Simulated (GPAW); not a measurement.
# How BN (Qingsongite) absorbs and reflects light, part 2 of 2

Wanted: where BN (Qingsongite) starts to absorb, how strongly, and its refractive index.

GPAW 26.7.0; DFT, LDA, plane-wave PAW (GPAW data sets), scalar-relativistic, RPA, optical limit.

So far. Step 2 (Ground state): There is a gap, 4.39 eV on this mesh (points off the mesh can give less), so no carriers' term is needed.

**4. Dielectric function, RPA (continued)**

Some rows of df_x.csv (energy; Re and Im without local fields; Re and Im with them):

```text
0.000000, 4.752010, -0.000000, 4.576527, -0.000000
0.429336, 4.756612, 0.003223, 4.580811, 0.003000
0.878195, 4.771354, 0.006652, 4.594531, 0.006191
1.347938, 4.797955, 0.010378, 4.619283, 0.009656
1.840057, 4.838691, 0.014522, 4.657177, 0.013507
2.356191, 4.896623, 0.019255, 4.711045, 0.017899
2.898142, 4.975968, 0.024824, 4.784781, 0.023061
3.467895, 5.082688, 0.031606, 4.883877, 0.029335
4.067647, 5.225509, 0.040204, 5.016359, 0.037271
4.699832, 5.417783, 0.051642, 5.194470, 0.047800
5.367152, 5.681152, 0.067812, 5.437994, 0.062635
6.072622, 6.053623, 0.092631, 5.781544, 0.085312
6.819608, 6.610426, 0.135751, 6.293300, 0.124496
7.611886, 7.534517, 0.229914, 7.137929, 0.209366
8.453705, 9.548686, 0.672612, 8.958324, 0.600665
9.349861, 12.193533, 4.433976, 11.396344, 3.928045
10.305790, 9.199917, 8.325117, 8.784727, 7.531706
11.327680, 7.040175, 12.277242, 6.942947, 11.075691
12.422601, -3.252033, 11.496611, -2.347095, 11.159135
13.598673, -2.185116, 5.269898, -1.906410, 5.204082
```

Values under the direct gap are tails of Lorentzian lines. Im ε, E ∥ x against photon energy; read off at these points:

```
photon energy (eV)  Im ε, E ∥ x
              0.00            0
              0.50      0.00350
              1.00      0.00707
              1.50       0.0108
              2.00       0.0148
              2.50       0.0192
              3.00       0.0241
              3.50       0.0297
              4.00       0.0363
              4.50       0.0442
              5.00       0.0539
              5.50       0.0662
              6.00       0.0825
              6.50        0.105
              7.00        0.138
              7.50        0.192
              8.00        0.299
              8.50        0.678
              9.00         2.41
              9.50         5.37
             10.00         7.21
             10.50         7.94
             11.00         9.55
             11.50         11.8
             11.79         14.5
             12.00         13.8
             12.50         10.3
             13.00         8.12
             13.50         5.66
```

Table of Re ε, E ∥ x by photon energy:

```csv
photon energy (eV),"Re ε, E ∥ x"
0.0,4.58
0.5,4.58
1.0,4.60
1.5,4.63
2.0,4.67
2.5,4.73
3.0,4.80
3.5,4.89
4.0,5.00
4.5,5.13
5.0,5.30
5.5,5.50
6.0,5.74
6.5,6.05
7.0,6.45
7.5,6.99
8.0,7.78
8.5,9.13
9.0,10.3
9.5,10.9
10.0,9.73
10.5,8.85
11.0,8.85
11.5,7.13
12.0,1.67
12.5,-2.17
13.0,-2.81
13.5,-2.43
```

Values under the direct gap are tails of Lorentzian lines. Table of loss function −Im 1/ε at q → 0, E ∥ x by energy loss; read off at these points:

```csv
energy loss (eV),"loss function −Im 1/ε at q → 0, E ∥ x"
0.00,0
0.50,1.7e-4
1.00,3.3e-4
1.50,5.0e-4
2.00,6.8e-4
2.50,8.6e-4
3.00,0.00105
3.50,0.00124
4.00,0.00145
4.50,0.00168
5.00,0.00192
5.50,0.00219
6.00,0.00250
6.50,0.00287
7.00,0.00332
7.50,0.00393
8.00,0.00494
8.50,0.00809
9.00,0.0216
9.50,0.0363
10.00,0.0491
10.50,0.0562
11.00,0.0563
11.50,0.0620
12.00,0.0712
12.50,0.0927
13.00,0.110
13.50,0.149
13.77,0.194
```

The refractive index n and extinction k by photon energy:

```
photon energy (eV)     n        k
               0.0  2.14        0
               0.5  2.14   8.2e-4
               1.0  2.14  0.00165
               1.5  2.15  0.00251
               2.0  2.16  0.00343
               2.5  2.17  0.00442
               3.0  2.19  0.00550
               3.5  2.21  0.00672
               4.0  2.24  0.00812
               4.5  2.27  0.00975
               5.0  2.30   0.0117
               5.5  2.34   0.0141
               6.0  2.40   0.0172
               6.5  2.46   0.0213
               7.0  2.54   0.0272
               7.5  2.64   0.0363
               8.0  2.79   0.0536
               8.5  3.02    0.112
               9.0  3.23    0.373
               9.5  3.40    0.790
              10.0  3.31     1.09
              10.5  3.22     1.23
              11.0  3.31     1.44
              11.5  3.24     1.83
              12.0  2.79     2.48
              12.5  2.05     2.52
              13.0  1.70     2.39
              13.5  1.37     2.07
```

Values under the direct gap are tails of Lorentzian lines. Im ε, E ∥ x against photon energy; read off at these points:

```
photon energy (eV)  without local fields  with local fields
              0.00                     0                  0
              0.50               0.00376            0.00350
              1.00               0.00760            0.00707
              1.50                0.0116             0.0108
              2.00                0.0159             0.0148
              2.50                0.0207             0.0192
              3.00                0.0260             0.0241
              3.50                0.0320             0.0297
              4.00                0.0391             0.0363
              4.50                0.0477             0.0442
              5.00                0.0583             0.0539
              5.50                0.0717             0.0662
              6.00                0.0896             0.0825
              6.50                 0.114              0.105
              7.00                 0.151              0.138
              7.50                 0.211              0.192
              8.00                 0.330              0.299
              8.50                 0.762              0.678
              9.00                  2.72               2.41
              9.50                  6.05               5.37
             10.00                  7.96               7.21
             10.50                  8.77               7.94
             11.00                  10.6               9.55
             11.50                  13.1               11.8
             11.79                  16.0               14.5
             12.00                  15.0               13.8
             12.50                  10.7               10.3
             13.00                  8.28               8.12
             13.50                  5.67               5.66
```

Optical constants at common wavelengths, from n + ik = √ε:

| wavelength (nm) | n | k | R (%) | 1/α |
| --- | --- | --- | --- | --- |
| 1550 | 2.14 | 0.001 | 13.2 | 94 µm |
| 1064 | 2.15 | 0.002 | 13.3 | 44 µm |
| 633 | 2.16 | 0.003 | 13.5 | 15 µm |
| 450 | 2.18 | 0.005 | 13.8 | 7.2 µm |
| 405 | 2.19 | 0.006 | 14.0 | 5.7 µm |
| 308 | 2.24 | 0.008 | 14.6 | 3.0 µm |
| 193 | 2.45 | 0.021 | 17.7 | 745 nm |

Below the direct gap, k and the depth come from the tails of the Lorentzian lines, not from transitions.

Rows near the edge hang on the gap, which this functional as a rule makes too small, and phonon-assisted absorption is left out.

**5. Summary of results**

```
electronic dielectric constant ε∞, mean over x, y and z (by symmetry where fewer were run) (RPA) : 4.58
main peak of Im epsilon, first axis                                                              : 11.8 eV
```

In words: At this level (LDA, RPA) BN has ε∞ = 4.58 and n = 2.14 at 1550 nm, and Im ε peaks at 11.8 eV. On the mesh the gap is 4.29 eV and the least direct gap 8.66 eV, so on this mesh the band edges lie at different points. Local fields change the static value along x from 4.75 to 4.58 (-4 %). Excitons and phonon-assisted transitions are missing; LDA gaps are as a rule too small, which pulls the onset down and ε∞ up. The sum runs over mesh points, so small or evenly spaced maxima can still be ripples of the mesh.

[Machine, clock and banner lines and Python warnings are left out of the logs.]

[Logs are printed without paths, hosts, clocks, repeated set-up lines and the standing remarks that a program may print on its own settings, such as how far it seeks lower states.]

[Hosts, paths, dates, database ids (printed as entryN), source tags and the programs' standing remarks are cut or masked in the printed files.]
